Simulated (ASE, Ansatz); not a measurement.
**Localised basis functions on C(111) slab, H on the bottom face (208 atoms)**

Aim: test how closely localised support functions follow the reference on C(111) slab, H on the bottom face (208 atoms), and at what cost. A setting counts as converged where the r.m.s. difference of forces stays under 1 % of the r.m.s. force.

Program: Ansatz 0.2.0. Level of theory: Kohn-Sham DFT, PBE+D3(BJ), PAW (set soft_2), plane waves. Results are calculated unless marked as measured.

**1. Starting point**

The cell holds 208 atoms: 192 C and 16 H. Cell: a = 10.089 Å, b = 10.089 Å, c = 21.902 Å, α = 90.0°, β = 90.0°, γ = 120.0°. It derives from C (diamond-structure). Diamond-structure C (a = 3.567 Å), (111) slab of 12 atomic planes, 4 x 4 surface cells, H on the broken bonds of the bottom face, 10 Å of vacuum; displaced by a Gaussian of 0.02 Å. Regions: slab, 192 atoms (192 C); hydrogen, 16 atoms (16 H). Vacuum lies along c.

Before any run, some limits are plain. Beside vacuum, support functions can miss their usual error bounds without a warning. The main run has no spin polarisation, so any moments at edges, vacancies or dangling bonds can't form in it.

**2. Plane-wave single point**

This run is the reference for what follows, at a cutoff of 420 eV.

File input.yaml:

```yaml
crystal:
  lattice:
    - [10.089, 0.0, 0.0]
    - [-5.0445, 8.73733, 0.0]
    - [0.0, 0.0, 21.90189]
  atoms:
    - { symbol: C, position: [0.33637, 0.91712, 0.30169] }
    - { symbol: C, position: [0.25108, 0.00238, 0.27605] }
    - { symbol: C, position: [0.1632, 0.83218, 0.39684] }
    - { symbol: C, position: [0.3326, 0.91378, 0.37223] }
    - { symbol: C, position: [0.25485, 0.00569, 0.48962] }
    - { symbol: C, position: [0.16814, 0.831, 0.46463] }
    - { symbol: C, position: [0.33152, 0.91537, 0.58519] }
    - { symbol: C, position: [0.25454, 0.00746, 0.56107] }
    - { symbol: C, position: [0.1687, 0.83523, 0.67818] }
    - { symbol: C, position: [0.33524, 0.91806, 0.65504] }
    - { symbol: C, position: [0.24894, 0.99939, 0.77134] }
    - { symbol: C, position: [0.16196, 0.83283, 0.74622] }
    - { symbol: C, position: [0.33761, 0.6698, 0.29933] }
    - { symbol: C, position: [0.25247, 0.75142, 0.27911] }
    - { symbol: C, position: [0.16573, 0.58213, 0.39548] }
    - { symbol: C, position: [0.33232, 0.6681, 0.37132] }
    - { symbol: C, position: [0.24885, 0.74517, 0.4907] }
    - { symbol: C, position: [0.16968, 0.58567, 0.46584] }
    - { symbol: C, position: [0.33276, 0.66597, 0.58509] }
    - { symbol: C, position: [0.24965, 0.75196, 0.55966] }
    - { symbol: C, position: [0.16685, 0.58325, 0.67742] }
    - { symbol: C, position: [0.33562, 0.66499, 0.65317] }
    - { symbol: C, position: [0.25435, 0.75235, 0.77222] }
    - { symbol: C, position: [0.17013, 0.58284, 0.74792] }
    - { symbol: C, position: [0.58196, 0.91148, 0.30094] }
    - { symbol: C, position: [0.49891, 0.00044, 0.27735] }
    - { symbol: C, position: [0.41743, 0.83226, 0.3963] }
    - { symbol: C, position: [0.58259, 0.91617, 0.37271] }
    - { symbol: C, position: [0.49892, 0.99831, 0.48774] }
    - { symbol: C, position: [0.41682, 0.83361, 0.46648] }
    - { symbol: C, position: [0.57894, 0.91546, 0.58414] }
    - { symbol: C, position: [0.50084, 0.00252, 0.55932] }
    [... 170 atom lines left out ...]
    - { symbol: H, position: [0.50072, 0.24907, 0.22764] }
    - { symbol: H, position: [0.752, 0.49939, 0.22484] }
    - { symbol: H, position: [0.99963, 0.75083, 0.229] }
    - { symbol: H, position: [0.75261, 0.25306, 0.22747] }
    - { symbol: H, position: [0.99437, 0.49911, 0.22973] }
    - { symbol: H, position: [0.00203, 0.25111, 0.22755] }
kpoints:
  mp_grid: { grid: [2, 2, 1] }
hamiltonian:
  xc: pbe
  dispersion: d3bj
scf:
  occupations: { method: fermi_dirac, width: 0.05 }
output:
  forces: true
  populations: intrinsic
  dos:
    method: { smearing: { sigma: 0.08 } }
    de: 0.1
    projected:
      site_lists:
        C: [C]
        H: [H]
        hydrogen: [192, 193, 194, 195, 196, 197, 198, 199, 200, 201, 202, 203, 204, 205, 206, 207]
  eigenvalues: true
  write_density: true
  write_potential: true
  volumetric_format: npy
```

The run is started by

```console
ansatz run input.yaml --threads 8 --pin off --max-ram 15872MiB --backend cpu --events-out ev --progress --plain --runs-dir out
```

Numbers of over 12 decimals in the logs are rounded to 6 here.

The log of the run:

```text
Engine: ansatz 0.2.0, aarch64-unknown-linux-gnu
Pseudopotentials: kind: paw
Pseudopotential: C, paw, valence charge 4, recommended cutoff 420 eV (normal), C.paw.azcp
Pseudopotential: H, paw, valence charge 1, recommended cutoff 420 eV (normal), H.paw.azcp
[... 5 lines on functional and potentials left out ...]
Crystal: 208 atoms, lattice volume = 1930.672 Å³
Basis set: ecut = 420 eV, 37717 PW (Γ), exchange–correlation on 144×144×300 points (8 copies of the dense FFT grid, shifted against one another)
Bands: 600, of which v1, the nominal top of the filled ones, is band 392 counted from 1 (391 counted from 0)
Symmetry: 1 space group operations
Space group: P1 (ITA 1), of the structure as read, at distance tolerance 1.2e-4 Å
k-points: 4
[... 5 lines on functional and potentials left out ...]
Initial density: superposition of atomic densities (neutral atoms: chi_scale 0, normalization atom), corrected by the library's trained network
Initial wavefunctions: pseudopotential atomic-orbital guess
Functional: x = pbe(κ = 0.804, μ = 0.219515), c = pbe(β = 0.066725)
SCF iter   1: F=—  HF=-48406.107794 eV  |F-HF|=—  |Δ(HF+E_count)|=         —  Δρ=1.76e-2  dr2=3.88e1  ethr=1.77e-3  ⟨swp⟩=9.2  Hψ=13283  notcnv=0  defer=656
preconditioner: auto → LDOS  [metal: Δε(μ)=0.003 eV  Ē_g=16.262 eV  σ=0.050 eV  W_gap=0.01  n_scr=412 (ndim 8)  ℏωp=23.7 eV  f_vac=0.351  D(μ)=57.98/eV (n_scr^D=412)  β→1.0]
SCF iter   2: F=—  HF=-48404.741398 eV  |F-HF|=—  |Δ(HF+E_count)|=    1.37e0  Δρ=1.13e-2  dr2=1.57e1  ethr=1.77e-3  ⟨swp⟩=3.2  Hψ=2804  notcnv=0  defer=775
SCF iter   3: F=—  HF=-48404.697743 eV  |F-HF|=—  |Δ(HF+E_count)|=   4.37e-2  Δρ=8.37e-3  dr2=5.13e0  ethr=1.77e-3  ⟨swp⟩=3.0  Hψ=3253  notcnv=0  defer=772
SCF iter   4: F=—  HF=-48403.915271 eV  |F-HF|=—  |Δ(HF+E_count)|=   7.82e-1  Δρ=6.04e-3  dr2=2.98e0  ethr=6.55e-4  ⟨swp⟩=3.2  Hψ=4054  notcnv=0  defer=775
SCF iter   5: F=—  HF=-48403.816887 eV  |F-HF|=—  |Δ(HF+E_count)|=   9.84e-2  Δρ=4.22e-3  dr2=1.47e0  ethr=3.81e-4  ⟨swp⟩=2.2  Hψ=2212  notcnv=0  defer=775
SCF iter   6: F=—  HF=-48403.667593 eV  |F-HF|=—  |Δ(HF+E_count)|=   1.49e-1  Δρ=2.23e-3  dr2=5.18e-1  ethr=1.88e-4  ⟨swp⟩=2.8  Hψ=2661  notcnv=0  defer=775
SCF iter   7: F=—  HF=-48403.635037 eV  |F-HF|=—  |Δ(HF+E_count)|=   3.26e-2  Δρ=1.48e-3  dr2=1.85e-1  ethr=6.60e-5  ⟨swp⟩=2.0  Hψ=3406  notcnv=0  defer=775
SCF iter   8: F=—  HF=-48403.630352 eV  |F-HF|=—  |Δ(HF+E_count)|=   4.68e-3  Δρ=1.01e-3  dr2=8.86e-2  ethr=2.36e-5  ⟨swp⟩=2.5  Hψ=2872  notcnv=0  defer=775
SCF iter   9: F=—  HF=-48403.617079 eV  |F-HF|=—  |Δ(HF+E_count)|=   1.33e-2  Δρ=6.14e-4  dr2=3.36e-2  ethr=1.13e-5  ⟨swp⟩=2.0  Hψ=4273  notcnv=0  defer=775
SCF iter  10: F=—  HF=-48403.617345 eV  |F-HF|=—  |Δ(HF+E_count)|=   2.66e-4  Δρ=5.57e-4  dr2=1.62e-2  ethr=4.29e-6  ⟨swp⟩=2.0  Hψ=2719  notcnv=0  defer=775
[...]
SCF iter  15: F=—  HF=-48403.616703 eV  |F-HF|=—  |Δ(HF+E_count)|=   3.65e-5  Δρ=7.71e-5  dr2=1.99e-4  ethr=4.43e-8  ⟨swp⟩=2.0  Hψ=2509  notcnv=0  defer=775
SCF iter  16: F=—  HF=-48403.616679 eV  |F-HF|=—  |Δ(HF+E_count)|=   2.35e-5  Δρ=3.48e-5  dr2=4.57e-5  ethr=2.54e-8  ⟨swp⟩=2.0  Hψ=2695  notcnv=0  defer=775
SCF iter  17: F=—  HF=-48403.615365 eV  |F-HF|=—  |Δ(HF+E_count)|=   1.31e-3  Δρ=2.61e-5  dr2=2.20e-5  ethr=5.83e-9  ⟨swp⟩=2.2  Hψ=3412  notcnv=0  defer=775
SCF iter  18: F=—  HF=-48403.615371 eV  |F-HF|=—  |Δ(HF+E_count)|=   6.33e-6  Δρ=1.63e-5  dr2=1.01e-5  ethr=2.81e-9  ⟨swp⟩=2.0  Hψ=2488  notcnv=0  defer=775
SCF iter  19: F=—  HF=-48403.615372 eV  |F-HF|=—  |Δ(HF+E_count)|=   7.50e-7  Δρ=1.13e-5  dr2=5.06e-6  ethr=1.28e-9  ⟨swp⟩=2.0  Hψ=2494  notcnv=0  defer=775
SCF iter  20: F=—  HF=-48403.615373 eV  |F-HF|=—  |Δ(HF+E_count)|=   6.95e-7  Δρ=7.90e-6  dr2=2.57e-6  ethr=6.46e-10  ⟨swp⟩=2.0  Hψ=2473  notcnv=0  defer=775
SCF iter  21: F=—  HF=-48403.615373 eV  |F-HF|=—  |Δ(HF+E_count)|=   2.67e-8  Δρ=5.19e-6  dr2=1.15e-6  ethr=3.28e-10  ⟨swp⟩=2.2  Hψ=2680  notcnv=0  defer=775
SCF iter  22: F=—  HF=-48403.615372 eV  |F-HF|=—  |Δ(HF+E_count)|=   8.12e-8  Δρ=3.64e-6  dr2=3.88e-7  ethr=1.47e-10  ⟨swp⟩=2.8  Hψ=2729  notcnv=0  defer=775
SCF iter  23: F=—  HF=-48403.615373 eV  |F-HF|=—  |Δ(HF+E_count)|=   8.19e-8  Δρ=2.30e-6  dr2=1.81e-7  ethr=4.95e-11  ⟨swp⟩=2.0  Hψ=2501  notcnv=0  defer=775
SCF iter  24: F=-48403.615373 eV  HF=-48403.615373 eV  |F-HF|=3.52e-8  |Δ(HF+E_count)|=  8.15e-10  Δρ=1.82e-6  dr2=9.09e-8  ethr=1.28e-11  ⟨swp⟩=33.5  Hψ=29986  notcnv=0
SCF 1 converged in 24 iterations: F = -48403.615373 eV  dr2 = 9.09e-8
  greatest PAW one-centre occupation: 0.664 electrons in one spin orbital (limit 2), on the C atom at site 34 (counted from 0), in its partial waves of l = 0
WARN: The output density's exchange-correlation potential varies sharply where the density is thin. Do not read a vacuum level from v_tot or v_xc, or from such a field of the output density. On a cell that repeats whose density bears no net charge and no dipole along the vacuum's axis use v_es (v_loc + v_h of the components); [...]
SCF converged after 24 iterations
Free energy (F): -48403.615373 eV
Harris-Foulkes:  -48403.615373 eV  (|F-HF|=3.52e-8)
Internal energy: -48402.879013 eV  (E = F + TS)
E sigma→0 (E₀):  -48403.247193 eV
Entropy (-TS):   -0.736360 eV (-3.540 meV/atom)
Fermi energy:    6.291328 eV
--- Per-component energies (eV) ---
  E_band       = -2537.261342
  E_kinetic    = 17837.728204
  E_local      = -430294.558499  (includes V_loc(G=0)·N_el)
  E_nonlocal   = 5156.283270
  E_hartree    = 208894.374979
  E_xc         = -9460.244284
  E_vxc        = -11745.928658  (∫ρ·V_xc dr)
  E_paw        = -19051.173361  (= ΣΔE_a)
  E_vpaw       = -1279.483627  (= ΣTr[D̂ρ^β])
  E_aug_tail   = -0.019961  (compensation charges beyond the density's cutoff)
  E_ewald      = 178547.952804
  E_disp       = -33.222164  (pairwise vdW)
  E_smearing   = -0.736360  (= −TS)
  E_closure    = 0.000000  (closes the sum)
  Σ components = -48403.615373   (vs F -48403.615373, Δ=0.00e0)
--- Forces (eV/Å), atoms counted from 1 ---
  atom   1  C     -1.28000800     0.08553629    -1.02636266
  atom   2  C      0.20635580    -0.66382056     2.73612756
  atom   3  C      1.53114145     0.29231659    -1.83057919
  atom   4  C     -0.15578472     1.23614221     0.20736604
  atom   5  C     -0.60785364    -1.62167109     0.14800791
  atom   6  C     -0.92987882     0.82354218     2.06271915
  atom   7  C      0.29140020     1.50456669    -1.45654157
  atom   8  C     -0.12636660    -2.24376456    -0.57257311
  atom   9  C     -0.94589296    -0.73375120    -1.81767957
  atom  10  C     -0.29137436    -0.42960117     0.15288520
  atom  11  C      0.54638495    -0.17145295    -3.76998748
  atom  12  C      1.46448523     0.00127138     5.21907975
  atom  13  C     -1.04292795    -1.25126383     1.59072703
  atom  14  C     -0.18276943    -0.07943004    -1.11968267
[...]
atom 207  H      0.27457644    -0.03313104    -1.74043203
  atom 208  H      0.03628082     0.00597718    -0.14751831
  max |Σ_I F_I| component: 6.61e-4 eV/Å
--- Band table (eV) ---
  k-point 0: bands = ["-15.9890", "-15.3729", "-14.5866", "-14.5436", [... 584 levels ...], "15.4407", "15.5706", "15.6497", "15.6830", "15.6868", "15.7210", "15.7591", "15.7949", "15.8168", "15.8443", "15.8634", "15.8715"]
[...]
--- intrinsic populations: 208 sites ---
  site symbol       q [e]
     0      C      3.9821
     1      C      4.1698
     2      C      4.0005
[...]
207      H      0.8463
  spilling = -0.000000 (of n_electrons = 784.000000)
```

It took 3.7 min on 8 threads of Arm Neoverse V2, shared host; peak memory 11 GiB.

In the SCF lines HF is the Harris–Foulkes energy and dr2 the Hartree energy of the density residual, in eV; the loop may stop once dr2 is under the threshold and the program's other checks hold. Hψ counts applications of the Hamiltonian.

The program notes that it cut back its work space to fit the memory limit and the exchange-correlation potential is rough where the density is thin.

Numbers from this run:

| Item | Value |
| --- | --- |
| free energy | -48403.6154 eV |
| free energy per atom | -232.7097 eV/atom |
| SCF cycles | 24 |
| r.m.s. force component | 1.317 eV/Å |
| longest force | 5.485 eV/Å |
| Fermi energy | 6.291 eV |
| levels partly filled by over 2 per cent | 61 |

Neighbours are counted within 1.85 Å (C-C), 1.34 Å (C-H).

Length of the force by element and coordination:

```
element  coordination  atoms  mean length of the force (eV/Å)  spread   least  most
      C           all    192                             2.01    1.23  0.0996  5.49
      C             3     16                             4.09   0.189    3.63  4.39
      C             4    176                             1.83    1.10  0.0996  5.49
      H           all     16                            0.743   0.535   0.151  1.76
```

Intrinsic-atomic-orbital charges by element and coordination:

```
element  coordination  atoms  mean charge (e)  spread    least    most
      C           all    192          -0.0124  0.0463   -0.174  0.0378
      C             3     16          -0.0226  0.0156  -0.0477  0.0126
      C             4    176          -0.0114   0.048   -0.174  0.0378
      H           all     16            0.149   0.014    0.122   0.172
```

By region:

```
  region  atoms  mean length of the force (eV/Å)  net charge (e)
    slab    192                             2.01           -2.38
hydrogen     16                            0.743            2.38
```

Density of states as counts of states in windows of 1 eV (from the Fermi level), total and the larger projections:

```
from (eV)  to (eV)  total   C p  C s
      -10       -9   44.8  36.4  7.6
       -9       -8   52.7  44.5  6.7
       -8       -7   63.5  56.0  6.0
       -7       -6   74.1  67.0  4.8
       -6       -5   66.5  61.6  3.2
       -5       -4   70.4  65.6  2.7
       -4       -3   46.4  44.4  1.3
       -3       -2   26.8  25.3  0.9
       -2       -1    8.2   8.1  0.0
       -1        0   13.9  11.9  1.9
        0        1   19.1  16.8  2.1
        1        2    0.0   0.0  0.0
        2        3    3.5   0.6  0.2
        3        4   12.0   4.2  3.0
        4        5   37.4  17.1  9.0
```

The curve was stored every 0.10 eV, coarse against its broadening of 0.08 eV, so these counts are rough.

Between -23 and -10 eV lie 313 more states.

The levels nearest the highest filled one (over half full), pooled over k-points and spins:

```
level less the highest filled one (eV)  occupation
                                -0.027        1.27
                               -0.0232        1.24
                               -0.0176        1.18
                               -0.0117        1.12
                               -0.0065        1.07
                                     0        1.01
                                0.0084       0.924
                                0.0147       0.862
                                0.0164       0.845
                                0.0196       0.814
                                 0.021         0.8
                                0.0211       0.799
```

Planar average of the electrostatic potential energy along the normal, with the Fermi level as zero, after a running mean with a triangular window 4 Å wide at its base:

```
height (Å)  potential energy (eV)
       0.0                   4.23
       0.6                   4.01
       1.3                   3.74
       1.9                   3.52
       2.5                   3.27
       3.1                   2.88
       3.8                   1.89
       4.4                  -0.05
       5.0                  -3.52
       5.5                  -7.20
       6.3                 -10.78
       6.9                 -11.79
       7.4                 -11.95
       8.0                 -12.02
       8.8                 -12.08
       9.3                 -12.13
       9.9                 -12.16
      10.5                 -12.19
      11.2                 -12.20
      11.8                 -12.20
      12.4                 -12.19
      13.0                 -12.20
      13.7                 -12.17
      14.3                 -12.11
      14.9                 -11.95
      15.5                 -11.64
      16.2                 -10.80
      16.8                  -8.70
      17.4                  -4.89
      18.0                  -0.52
      18.7                   3.66
      19.3                   4.86
      19.9                   4.93
      20.4                   4.76
      21.2                   4.50
      21.8                   4.28
```

Electrostatic potential energy in the ca plane at fractional y = 0.000, with atoms of C and H within 0.2 Å of it. With pseudopotentials it is smooth inside the atoms' cores, unlike the true potential.

Ten even steps from '0' (-56 eV) to '9' (10 eV):
```
9999999999999966600589999999972037502799999999
9999999999999999876889988899987688877889988899
9999999999999999988789877789878899988789887789
9999999999999999988789877789877899988789877789
9999999999999999887889988889988889888899988889
9999999999999977622699999999984258623799999999
9999999999999813400489999999960017200599999999
9999999999999856500599999999970027400699999999
9999999999999999866899988999986578756899988999
9999999999999999998889887789888899988889877789
9999999999999999998889877789888899988788866788
9999999999999999988889988889988899988889877889
9999999999999988745799999899985478645899998899
9999999999999834400499999999960027200699999999
9999999999999824400489999999950027200699999999
9999999999999988744789999999985468645899999999
9999999999999999988889988889888889988889888889
9999999999999999998789877789877899988788877789
9999999999999999998889888889888899988889887889
9999999999999999866899999999986578756899998899
9999999999999845400599999999970027400699999999
9999999999999813300499999999960017300599999999
9999999999999978623799999999984258623799999999
9999999999999999888889988889988889888889888899
9999999999999999998788877789878899987788877789
9999999999999999998789877789888899987788877789
9999999999999999877889988889987788867889988899
9999999999999967711589999999973047401799999999
9999999999999813400389999999960006100599999999
```
Columns run along c (16.0 Å, from fractional 0.00 to 0.73 of the cell; values clipped at the 3rd and 97th percentile), rows up along a (10.1 Å). Atoms in or near the plane, at fractional coordinates: C at (0.28, 0.25), C at (0.49, 0.25), C at (0.56, 0.25), C at (0.28, 0.50), C at (0.49, 0.50), C at (0.56, 0.50), C at (0.28, 0.75), C at (0.49, 0.75), C at (0.56, 0.75), C at (0.28, 0.00), C at (0.49, 0.00), C at (0.56, 0.00), H at (0.23, 0.25), H at (0.23, 0.50) and more.

Valence density in the ca plane at fractional y = 0.000, with atoms of C and H within 0.2 Å of it. It is the smooth field of the valence electrons, not physical close to the nuclei.

Values in e/Å³, 13 rows by 16 columns, each cell a mean:
```
0.0 0.0 0.0 0.0 0.1 0.7 1.3 0.3 0.5 0.3 1.0 0.9 1.1 0.4 0.4 0.3
0.0 0.0 0.0 0.0 0.0 0.2 0.8 0.5 1.1 0.5 0.7 0.3 0.6 0.5 1.0 0.6
0.0 0.0 0.0 0.0 0.2 1.1 1.3 0.3 0.3 0.2 1.1 1.1 1.3 0.4 0.3 0.2
0.0 0.0 0.0 0.0 0.2 1.0 1.3 0.2 0.3 0.2 1.2 1.3 1.4 0.4 0.3 0.2
0.0 0.0 0.0 0.0 0.0 0.2 0.6 0.4 1.2 0.5 0.6 0.3 0.6 0.5 1.2 0.7
0.0 0.0 0.0 0.0 0.1 0.7 1.0 0.3 0.5 0.3 1.0 0.8 1.1 0.4 0.5 0.3
0.0 0.0 0.0 0.0 0.2 1.4 1.5 0.2 0.2 0.2 1.3 1.4 1.5 0.4 0.2 0.2
0.0 0.0 0.0 0.0 0.0 0.3 0.8 0.4 0.9 0.4 0.8 0.4 0.7 0.5 0.9 0.5
0.0 0.0 0.0 0.0 0.1 0.4 0.9 0.3 0.7 0.3 0.8 0.6 0.9 0.5 0.7 0.4
0.0 0.0 0.0 0.0 0.3 1.6 1.5 0.2 0.2 0.2 1.3 1.5 1.6 0.4 0.2 0.1
0.0 0.0 0.0 0.0 0.1 0.5 1.0 0.4 0.7 0.3 0.8 0.6 0.9 0.5 0.6 0.4
0.0 0.0 0.0 0.0 0.0 0.2 0.8 0.4 1.0 0.4 0.7 0.4 0.8 0.5 1.0 0.6
0.0 0.0 0.0 0.0 0.2 1.3 1.5 0.2 0.2 0.2 1.2 1.5 1.6 0.4 0.2 0.2
```
Columns run along c (16.0 Å, from fractional 0.00 to 0.73 of the cell), rows up along a (10.1 Å). Atoms in or near the plane, at fractional coordinates: C at (0.28, 0.25), C at (0.49, 0.25), C at (0.56, 0.25), C at (0.28, 0.50), C at (0.49, 0.50), C at (0.56, 0.50), C at (0.28, 0.75), C at (0.49, 0.75), C at (0.56, 0.75), C at (0.28, 0.00), C at (0.49, 0.00), C at (0.56, 0.00), H at (0.23, 0.25), H at (0.23, 0.50) and more.

Mean intrinsic-atomic-orbital charges: C -0.01, H +0.15 e. Charges this small depend on the projection, at times even in sign. By these charges the region 'hydrogen' has given 2.4 e to 'slab'; where the regions aren't neutral units, this includes their ionic charge. Within 0.4 eV of the Fermi level the largest share is C p (88 % of the projected weight). The potential slopes across the vacuum by 0.37 eV/Å: the slab bears a dipole, and with periodic images along the normal there is no flat vacuum level to read.

(Continued in part 2 of 2.)

[Logs are printed without paths, hosts, clocks, repeated set-up lines and the standing remarks that a program may print on its own settings, such as how far it seeks lower states.]

[Hosts, paths, dates, database ids (printed as entryN), source tags and the programs' standing remarks are cut or masked in the printed files.]
